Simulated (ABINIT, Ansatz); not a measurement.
# Cs2KYF6 (Fm-3m): G0W0 with ABINIT, start to end, part 2 of 2

Aim: the G0W0 gap of Cs2KYF6 (Fm-3m) on PBEsol, step by step.

ABINIT 10.8.3; PBEsol and many-body steps on it, plane waves. Known limits of the many-body steps: not at the basis limit; no spin-orbit coupling; coarse k mesh.

So far. Step 2 (Ground state): The gap is direct, at Γ. Step 3 (Empty states on the mesh, 2×2×2 mesh, 412 bands): On this mesh the gap is 6.587 eV.

### 4. Screening, 2×2×2 mesh, 376 bands, screening to 217.7 eV

The RPA dielectric matrix is built and inverted for each q.

This step: RPA screening on PBEsol, plane waves, norm-conserving pseudopotentials.

Input file run.abi:

```
acell 3*1.0 Angstrom
rprim 
  -0.000000000000 4.722500000000 4.722500000000
  4.722500000000 -0.000000000000 4.722500000000
  4.722500000000 4.722500000000 0.000000000000
ntypat 4
znucl 19 55 39 9
natom 10
typat 1 2 2 3 4 4 4 4 4 4
xred 
  0.500000000000 0.500000000000 0.500000000000
  0.250000000000 0.250000000000 0.250000000000
  0.750000000000 0.750000000000 0.750000000000
  0.000000000000 0.000000000000 0.000000000000
  0.775000000000 0.225000000000 0.225000000000
  0.225000000000 0.775000000000 0.225000000000
  0.225000000000 0.775000000000 0.775000000000
  0.775000000000 0.225000000000 0.775000000000
  0.225000000000 0.225000000000 0.775000000000
  0.775000000000 0.775000000000 0.225000000000
pp_dirpath "pseudos"
pseudos "K.upf, Cs.upf, Y.upf, F.upf"
ecut 36
ngkpt 2 2 2
nshiftk 1
shiftk 0 0 0
kptopt 1
chksymbreak 0
istwfk *1
occopt 1
irdwfk 1
optdriver 3
nband 376
ecuteps 8
inclvkb 2
awtr 1
symchi 1
indata_prefix "in"
outdata_prefix "out"
tmpdata_prefix "tmp"
```

The run is started by

```sh
> OMP_NUM_THREADS=1 mpirun -n 8 abinit run.abi > log
```

Numbers of over 12 decimals in the logs are rounded to 6 here.

Log:

```text
.Version 10.8.3 of ABINIT. v10.8.2 released Aug 2026.

 Symmetries : space group Fm -3 m (#225); Bravais cF (face-center cubic)
[... echo of the input left out ...]
== DATASET  1 ==================================================================
-   mpi_nproc: 8, omp_nthreads: 1 (-1 if OMP is not activated)

--- !DatasetInfo
iteration_state: {dtset: 1, }
dimensions: {natom: 10, nkpt: 3, mband: 376, nsppol: 1, nspinor: 1, nspden: 1, mpw: 14668, }
cutoff_energies: {ecut:  36.0, pawecutdg:  -1.0, }
electrons: {nelect:   8.00000000E+01, charge:   0.00000000E+00, occopt:   1.00000000E+00, tsmear:   1.00000000E-02, }

 SCREENING: Calculation of the susceptibility and dielectric matrices

 Based on a program developped by R.W. Godby, V. Olevano, G. Onida, and L. Reining.
 Incorporated in ABINIT by V. Olevano, G.-M. Rignanese, and M. Torrent.
.Using double precision arithmetic ; gwpc =  8

[... cell and pseudopotentials left out ...]
--------------------------------------------------------------------------------

 ==== K-mesh for the wavefunctions ====
 Number of points in the irreducible wedge :     3
[... list of points left out ...]
 Together with 48 symmetry operations and time-reversal symmetry
 yields     8 points in the full Brillouin Zone.

 ==== Q-mesh for the screening function ====
 Number of points in the irreducible wedge :     3
[... list of points left out ...]
 Together with 48 symmetry operations and time-reversal symmetry
 yields     8 points in the full Brillouin Zone.

 setmesh: FFT mesh size selected  =    54x   54x   54
          total number of points  =       157464

 vcoul_init : cutoff-mode = AUXILIARY_FUNCTION
 q-points for optical limit:   1
     1)      0.000010    0.000020    0.000030

- screening: taking advantage of time-reversal symmetry
- Maximum band index for partially occupied states nbvw = 40
- Remaining bands to be divided among processors   nbcw = 336
- Number of bands treated by each node ~42

 Number of electrons calculated from density =   80.0000; Expected =   80.0000
 average of density, n =  0.056279
 r_s =    1.6188
 omega_plasma =   22.8839 [eV]

 calculating chi0 at frequencies [eV] :
  1    0.000000E+00    0.000000E+00
  2    0.000000E+00    2.288386E+01

--------------------------------------------------------------------------------
  q-point number  1        q = ( 0.000000, 0.000000, 0.000000) [r.l.u.]
--------------------------------------------------------------------------------
[... chi0 elements left out ...]
 For q-point:  0.000010 0.000020 0.000030
  dielectric constant =   2.1288
  dielectric constant without local fields =   2.4126

  Average fulfillment of the sum rule on Im[epsilon] for q-point    1 :     67.67  [%]
[... wings left out ...]
  q-point number  2        q = ( 0.500000, 0.000000, 0.000000) [r.l.u.]
--------------------------------------------------------------------------------
[... chi0 elements left out ...]
  Average fulfillment of the sum rule on Im[epsilon] for q-point    2 :     71.32  [%]

 [... 1 further q-points ...]
```

The job ended after 4.4 min (8 MPI ranks of Intel Xeon 6975P-C (Granite Rapids), shared host; peak memory 8.9 GiB).

This step gave:

| Property | Result |
| --- | --- |
| ε∞ with local fields, on this mesh, along the program's q direction | 2.129 |
| the same without local fields | 2.413 |
| plasma frequency | 22.88 eV |
| plane waves in the screening matrix | 1471 |

Local fields lower ε∞ by 12 %. On a Γ-centred mesh this coarse the value itself is usually too large, while a short band sum pulls it down.

### 5. Self-energy, 2×2×2 mesh, 376 bands, screening to 217.7 eV

The self-energy is evaluated for the states that the input lists, and the levels follow from it, in one-shot runs by the linearised quasiparticle equation.

This step: G0W0 on PBEsol, plane waves, norm-conserving pseudopotentials.

run.abi: that of step 4 with these lines changed.

```diff
@@ -31,8 +31,15 @@
 irdwfk 1
-optdriver 3
+optdriver 4
 nband 376
+gwcalctyp 0
+ecutsigx 36
+symsigma 1
+nkptgw 1
+kptgw 
+  0.0000000000 0.0000000000 0.0000000000
+bdgw 
+  38 43
 ecuteps 8
-inclvkb 2
-awtr 1
-symchi 1
+irdscr 1
+ppmodel 1
 indata_prefix "in"
```

Log:

```text
.Version 10.8.3 of ABINIT. v10.8.2 released Aug 2026.

 Symmetries : space group Fm -3 m (#225); Bravais cF (face-center cubic)
[... echo of the input left out ...]
== DATASET  1 ==================================================================
-   mpi_nproc: 8, omp_nthreads: 1 (-1 if OMP is not activated)

--- !DatasetInfo
iteration_state: {dtset: 1, }
dimensions: {natom: 10, nkpt: 3, mband: 376, nsppol: 1, nspinor: 1, nspden: 1, mpw: 14668, }
cutoff_energies: {ecut:  36.0, pawecutdg:  -1.0, }
electrons: {nelect:   8.00000000E+01, charge:   0.00000000E+00, occopt:   1.00000000E+00, tsmear:   1.00000000E-02, }

 SIGMA: Calculation of the GW corrections

 Based on a program developped by R.W. Godby, V. Olevano, G. Onida, and L. Reining.
 Incorporated in ABINIT by V. Olevano, G.-M. Rignanese, and M. Torrent.
.Using double precision arithmetic ; gwpc =  8

[... cell and pseudopotentials left out ...]
--------------------------------------------------------------------------------

 ==== K-mesh for the wavefunctions ====
 Number of points in the irreducible wedge :     3
[... list of points left out ...]
 Together with 48 symmetry operations and time-reversal symmetry
 yields     8 points in the full Brillouin Zone.

 ==== Q-mesh for screening function ====
 Number of points in the irreducible wedge :     3
[... list of points left out ...]
 Together with 48 symmetry operations and time-reversal symmetry
 yields     8 points in the full Brillouin Zone.

 vcoul_init : cutoff-mode = AUXILIARY_FUNCTION
 q-points for optical limit:   1
     1)      0.000010    0.000020    0.000030
 setmesh: FFT mesh size selected  =    72x   72x   72
          total number of points  =       373248

 Number of electrons calculated from density =   80.0000; Expected =   80.0000
 average of density, n =  0.056279
 r_s =    1.6188
 omega_plasma =   22.8839 [eV]

 === KS Band Gaps ===
  >>>> For spin  1
   Minimum direct gap =   6.5866 [eV], located at k-point      :   0.0000  0.0000  0.0000
   Fundamental gap    =   6.5866 [eV], Top of valence bands at :   0.0000  0.0000  0.0000
                                       Bottom of conduction at :   0.0000  0.0000  0.0000
 SIGMA fundamental parameters:
 PLASMON POLE MODEL  1
 number of plane-waves for SigmaX                14649
 number of plane-waves for SigmaC and W           1471
 number of plane-waves for wavefunctions         14649
 number of bands                                   376
 number of independent spin polarizations            1
 number of spinorial components                      1
 number of k-points in IBZ                           3
 number of q-points in IBZ                           3
 number of symmetry operations                      48
 number of k-points in BZ                            8
 number of q-points in BZ                            8
 number of frequencies for dSigma/dE                 9
 frequency step for dSigma/dE [eV]                0.25
 number of omega for Sigma on real axis              0
 max omega for Sigma on real axis  [eV]           0.00
 zcut for avoiding poles [eV]                     0.10

 EPSILON^-1 parameters (SCR file):
 dimension of the eps^-1 matrix on file           1471
 dimension of the eps^-1 matrix used              1471
 number of plane-waves for wavefunctions         14649
 number of bands                                   376
 number of q-points in IBZ                           3
 number of frequencies                               2
 number of real frequencies                          1
 number of imag frequencies                          1

 matrix elements of self-energy operator (all in [eV])

 Perturbative Calculation

--- !SelfEnergy_ee
iteration_state: {dtset: 1, }
kpoint     : [   0.000,    0.000,    0.000, ]
spin       : 1
KS_gap     :    6.587
QP_gap     :    9.585
Delta_QP_KS:    2.998
data: !SigmaeeData |
     Band     E0 <VxcDFT>   SigX SigC(E0)      Z dSigC/dE  Sig(E)    E-E0       E
       38  -0.166 -21.943 -29.273   5.145   0.795  -0.258 -23.680  -1.737  -1.903
       39  -0.166 -21.943 -29.273   5.145   0.795  -0.258 -23.680  -1.737  -1.903
       40  -0.166 -21.943 -29.273   5.145   0.795  -0.258 -23.680  -1.737  -1.903
       41   6.420  -8.046  -3.837  -2.796   0.892  -0.121  -6.785   1.261   7.681
       42   7.798  -7.813  -3.542  -2.766   0.891  -0.122  -6.472   1.341   9.140
       43   7.798  -7.813  -3.542  -2.766   0.891  -0.122  -6.472   1.341   9.140

== END DATASET(S) ==============================================================
================================================================================

 -outvars: echo values of variables after computation  --------
           etotal      0.0000000000E+00
            nband         376
             nkpt           3
          spgroup         225
 [... the other variables as echoed above ...]

 Calculation completed.
```

The job ended after 2.5 min (8 MPI ranks; peak memory 8.4 GiB).

Numbers from this step:

```
G0W0 gap on the points computed              : 9.584 eV
starting gap on the mesh                     : 6.587 eV
k of the valence top                         : 0, 0, 0
k of the conduction bottom                   : 0, 0, 0
Z at the valence top                         : 0.795
Z at the conduction bottom                   : 0.892
least direct G0W0 gap on the computed points : 9.584 eV
```

The gap on the mesh goes from 6.59 eV to 9.58 eV, a correction of +3.00 eV.

Limits: finite bands, cutoff and mesh; no spin-orbit coupling; coarse k mesh. v1 is the top filled band, c1 the lowest empty one. The levels before and after the correction (eV, zero at the valence-band top of each column):

|  | conduction bottom | valence top |
| --- | --- | --- |
| Kohn-Sham | 6.59 | 0.00 |
| G0W0 | 9.58 | 0.00 |

|  | level | energy (eV) |
| --- | --- | --- |
| Kohn-Sham | Γ v3-v1 | 0.000 |
| Kohn-Sham | Γ c1 | 6.587 |
| Kohn-Sham | Γ c2-c3 | 7.965 |
| G0W0 | Γ v3-v1 | 0.000 |
| G0W0 | Γ c1 | 9.584 |
| G0W0 | Γ c2-c3 | 11.043 |

### 6. Where the time went

Times are wall times on the hardware named with each run, good to a factor of about two.

| step | time | share | memory (GiB) |
| --- | --- | --- | --- |
| ground state | 64 s | 7 % | 1.6 |
| empty states on the mesh | 7 min | 47 % | 0.72 |
| screening | 4.4 min | 29 % | 8.9 |
| self-energy | 2.5 min | 17 % | 8.4 |

### 7. Results

| Item | Value |
| --- | --- |
| PBEsol gap | 6.59 eV, direct |
| G0W0 gap on the mesh | 9.58 eV |
| GW settings | 2×2×2 mesh, 376 bands, screening to 217.7 eV, Godby-Needs plasmon pole |
| known limits | not at the basis limit; no spin-orbit coupling; coarse k mesh |

In words: G0W0 moves the gap on the mesh from 6.59 eV to 9.58 eV (+3.00 eV), with Z of 0.80 and 0.89 at the edges. Local fields lower the RPA ε∞ on this mesh from 2.41 to 2.13; a Γ-centred mesh this coarse tends to raise both, most where the direct gap is narrow, while a short band sum lowers them. Only 1 of the mesh's irreducible points was corrected, so a valley elsewhere could overtake. The dearest step here is «empty states on the mesh». Bands and cutoff are finite, so the gap is not at the basis limit. The miss can reach some tenths of an eV and take either sign; the mesh is an error of its own. In the G0W0 run levels were corrected at 1 k point alone, so a gap called «on the mesh» is the least over those, and an edge elsewhere would be missed. The 2×2×2 mesh is coarse for this cell, which bears on the long-range parts of exchange and screening. The many-body steps are scalar-relativistic: spin-orbit coupling is not in them.

[Paths, hosts, dates, memory and timing lines, banners, echoed tables and standing remarks are left out of the program output.]

[Logs are printed without paths, hosts, clocks, repeated set-up lines and the standing remarks that a program may print on its own settings, such as how far it seeks lower states.]

[Runs of the session that timed out or met a known fault of the program may be left out.]

[Hosts, paths, dates, database ids (printed as entryN), source tags and the programs' standing remarks are cut or masked in the printed files.]

[G0W0 gaps are taken among the corrected bands and points alone; a level outside them can change the order at an edge.]

[Where Ansatz stands beside ABINIT at settings called matched, ABINIT's density can come from a denser mesh and the files from another edition; pairs whose starting gaps differed by over 0.03 eV were left out, so agreement reads better than it is.]
